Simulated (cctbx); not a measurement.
# X-rays or neutrons for the lightest atoms?

Cell a = 5.8850 Å, b = 5.8850 Å, c = 3.2800 Å, α = 90.00°, β = 90.00°, γ = 120.00°; space group P6/mmm (no. 191); content Hf3 Ho1 B2. The heavier atoms are placed; B is still missing.

Simulated single-crystal data (cctbx): Mo Kα, λ = 0.71073 Å, to d = 0.84 Å, 70 % of the full sphere, strongest reflection 20000 counts, noise from counting, a 2 % proportional error and a noise floor of 4 counts (s.d.); no absorption.

Refinement without B (map in e/Å³):

```text
Rint 0.019, 51 unique reflections to 0.84 A
cycle     R1     wR2    GooF  max shift (A)
   1  0.0888  0.1787  14.907   0.00000
   2  0.0254  0.0547   4.562   0.00000
final R1 0.0254 wR2 0.0547 GooF 4.562  parameters 2  data/parameter 25.5
atom        x        y        z      Ueq    occ   su(xyz)  su(Uiso or U11)
Hf1    0.00000  0.50000  0.50000   0.0074  1.000  0.00000  0.0006
Ho1    0.00000  0.00000  0.00000   0.0094  1.000  0.00000  0.0007
difference map: max 8.63 min -0.96 rms 0.54
Q1    0.3333  0.6667  0.0000    2    8.63  2.36 A from Hf1
Q2    0.0000  0.5000  0.3720    6    0.92  0.42 A from Hf1
Q3    0.0000  0.0000  0.0000    1    0.60  0.00 A from Ho1
Q4    0.0794  0.5397  0.0000    6    0.58  1.69 A from Hf1
Q5    0.0000  0.0000  0.4001    2    0.45  1.31 A from Ho1
Q6    0.0000  0.2821  0.1718   12    0.39  1.67 A from Hf1
Q7    0.2251  0.6125  0.3417   12    0.31  1.26 A from Hf1
Q8    0.1481  0.4444  0.0000   12    0.27  1.96 A from Hf1
```

The data are simulated with cctbx, not measured: neutrons of λ = 0.84 Å, to d = 0.7 Å, 70 % of the full sphere, strongest reflection 5000 counts, noise from counting, a 2 % proportional error and a noise floor of 4 counts (s.d.); no absorption.

Refinement without B (map in fm/Å³; only maxima are listed):

```text
Rint 0.029, 83 unique reflections to 0.70 A
cycle     R1     wR2    GooF  max shift (A)
   1  0.4317  0.6528  41.039   0.00000
   2  0.3768  0.6015  37.812   0.00000
final R1 0.3758 wR2 0.6015 GooF 37.811  parameters 2  data/parameter 41.5
atom        x        y        z      Ueq    occ   su(xyz)  su(Uiso or U11)
Hf1    0.00000  0.50000  0.50000   0.0096  1.000  0.00000  0.0046
Ho1    0.00000  0.00000  0.00000   0.0009  1.000  0.00000  0.0044
difference map: max 39.91 min -13.46 rms 2.35
Q1    0.3333  0.6667  0.0000    2   39.91  2.36 A from Hf1
Q2    0.0000  0.0000  0.5000    1   29.33  1.64 A from Ho1
Q3    0.0000  0.0000  0.0000    1   28.78  0.00 A from Ho1
Q4    0.0000  0.5000  0.5000    3   13.48  0.00 A from Hf1
Q5    0.1667  0.3334  0.5000    6    5.09  1.70 A from Hf1
Q6    0.1672  0.3345  0.0000    6    4.45  1.70 A from Ho1
Q7    0.0000  0.5000  0.1967    6    3.31  0.99 A from Hf1
Q8    0.3333  0.6667  0.3043    4    2.85  1.82 A from Hf1
```

**Question.** Where is B, and which data fix it better?

B sits at (2/3, 1/3, 0). Adding it takes R1 from 0.025 to 0.008 with X-rays and from 0.376 to 0.012 with neutrons. Symmetry fixes its coordinates; the s.u. of its U is 0.0036 Å² with X-rays and 0.0002 Å² with neutrons. In the X-ray map Q1 marks it. In the neutron map Q1 marks it.

Final neutron refinement:

```text
Rint 0.029, 83 unique reflections to 0.70 A
cycle     R1     wR2    GooF  max shift (A)
   1  0.1314  0.2766  17.495   0.00000
   2  0.0118  0.0308   1.946   0.00000
final R1 0.0118 wR2 0.0308 GooF 1.946  parameters 3  data/parameter 27.7
atom        x        y        z      Ueq    occ   su(xyz)  su(Uiso or U11)
Hf1    0.00000  0.50000  0.50000   0.0075  1.000  0.00000  0.0002
Ho1    0.00000  0.00000  0.00000   0.0099  1.000  0.00000  0.0002
B1     0.66667  0.33333  0.00000   0.0171  1.000  0.00000  0.0002
difference map: max 0.38 min -0.52 rms 0.07
Q1    0.0000  0.4267  0.5000    6    0.40  0.43 A from Hf1
Q2    0.3333  0.6667  0.1307    4    0.39  0.43 A from B1
Q3    0.0000  0.0000  0.0000    1    0.30  0.00 A from Ho1
Q4    0.0000  0.0000  0.2834    2    0.28  0.93 A from Ho1
Q5    0.1749  0.5875  0.5000    6    0.18  0.89 A from Hf1
Q6    0.3333  0.6667  0.4049    4    0.18  1.33 A from B1
```

This is a model crystal, built by substitution and not relaxed, with assumed displacement parameters.

[Middle refinement cycles are left out of these outputs.]

[Logs are printed without paths, hosts, clocks, repeated set-up lines and the standing remarks that a program may print on its own settings, such as how far it seeks lower states.]
